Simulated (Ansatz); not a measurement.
Rows from a G0W0 calculation on LaGaO3 (Pnma) (Ansatz 0.2.0; G0W0 on LDA, plane waves, PAW; 4×4×4 mesh, 701 empty bands, screening to 120 eV, hard PAW files), in eV. Spin-orbit coupling is left out.

```tsv
row	k	band	start	Σx	Σc at the solution	Vxc
A	Γ	c2	16.011	-10.950	-5.186	-17.816
B	(-0.500, 0.000, -0.500)	c1	16.233	-19.402	-9.848	-33.194
C	Γ	v2	11.336	-26.161	4.501	-21.268
D	Γ	v1	11.342	-27.525	4.438	-22.681
E	(-0.500, 0.000, -0.500)	v1	11.466	-26.209	4.527	-21.259
F	Γ	c1	15.116	-14.289	-3.727	-19.337
```

Question: Give the quasiparticle energies and the shift of each level.

The quasiparticle equation reads E = start + Σx + Σc(E) − Vxc.

```tsv
row	E (eV)	shift (eV)
A	17.691	+1.680
B	20.176	+3.943
C	10.945	−0.391
D	10.937	−0.406
E	11.043	−0.422
F	16.437	+1.321
```

Limits: not at the basis limit; f levels unsure; no spin-orbit coupling.

[Paths, hosts, dates, memory and timing lines, banners, echoed tables and standing remarks are left out of the program output.]

[Logs are printed without paths, hosts, clocks, repeated set-up lines and the standing remarks that a program may print on its own settings, such as how far it seeks lower states.]

[Runs of the session that timed out or met a known fault of the program may be left out.]

[Cells called generated may have been cut or substituted from an entry of the Crystallography Open Database or the Materials Project.]

[Hosts, paths, dates, database ids (printed as entryN), source tags and the programs' standing remarks are cut or masked in the printed files.]
